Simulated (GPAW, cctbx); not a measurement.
## By hand: from a DFT structure factor to an extinction distance in NbAl6Te

NbAl6Te, P4/mmm (no. 123), a = 4.0326 Å, b = 4.0326 Å, c = 8.8818 Å, α = 90.00°, β = 90.00°, γ = 90.00°.

```csv
atom,mult.,x,y,z
Te1,1,0,0,0
Nb1,1,1/2,1/2,1/2
Al1,4,0,1/2,0.7274
Al2,1,0,0,1/2
Al3,1,1/2,1/2,0
```

The cell comes from substitution in a known structure type and wasn't matched to any measured phase.

A DFT run (GPAW, PBE, 450 eV, 6×6×3 k-points (along the axes of the calculation cell), Fermi–Dirac width 0.1 eV) gives the static X-ray structure factor of 111 as 15.108 e for the conventional cell; superposed free atoms give 14.893 e. **Problem.** Find the Fourier component V of the crystal potential and the two-beam extinction distance at 300 kV in both cases.

**1. Geometry**

The cell volume is Ω = 144.43 Å³ and d(111) = 2.7150 Å, so g = 1/d = 0.3683 Å⁻¹.

**2. The nuclei**

Electrons feel nuclei as well as electrons, so the nuclear charges are summed with the same phases.

Phase sums Σ exp(2πi h·x), turned so that the total is real and positive: Te +1.000, Nb -1.000, Al +0.565. Then F_Z = 52 × (+1.000) + 41 × (-1.000) + 13 × (+0.565) = 18.35 e. The electron term has the same sign for this reflection.

**3. Mott–Bethe**

Poisson's equation, term by term, gives V = (e/4πε₀)(F_Z − F)/(πΩg²), with e/4πε₀ = 14.3996 V Å.

The prefactor is 14.3996 × 2.7150²/(π × 144.43) = 0.23393 V per electron. Free atoms: (18.35 − 14.893) × 0.23393 = 0.808 V. Crystal: (18.35 − 15.108) × 0.23393 = 0.757 V. F changes by +1.44 % and V by -6.2 %: the same 0.21 e is measured against F_Z − F = 3.5 e in place of F = 14.9 e.

**4. Extinction distance**

In the two-beam case ξ = 1/(λU) with U = 2γm₀eV/h², that is ξ = 150.41 V Å²/(γλV).

At 300 kV, λ = 0.01969 Å and γ = 1.5871. Free atoms: ξ = 5960 Å. Crystal: ξ = 6356 Å. The thickness fringes go as sin²(πt/ξ), so the two patterns slip by a quarter of a period when t|1/ξ₁ − 1/ξ₀| = 1/4, at t ≈ 2393 nm, thicker than usual samples. Thermal motion, absorption and many-beam coupling, left out here, change a real pattern.

**5. Answer**

V(111) is 0.76 V against 0.81 V, and ξ is 6356 against 5960 Å. Limits: static atoms, two beams.

[Outputs are excerpts: Python notices, other lines and further rows are left out; steps that failed or that the build refused (PBEsol, TPSS) are not shown.]

[Logs are printed without paths, hosts, clocks, repeated set-up lines and the standing remarks that a program may print on its own settings, such as how far it seeks lower states.]
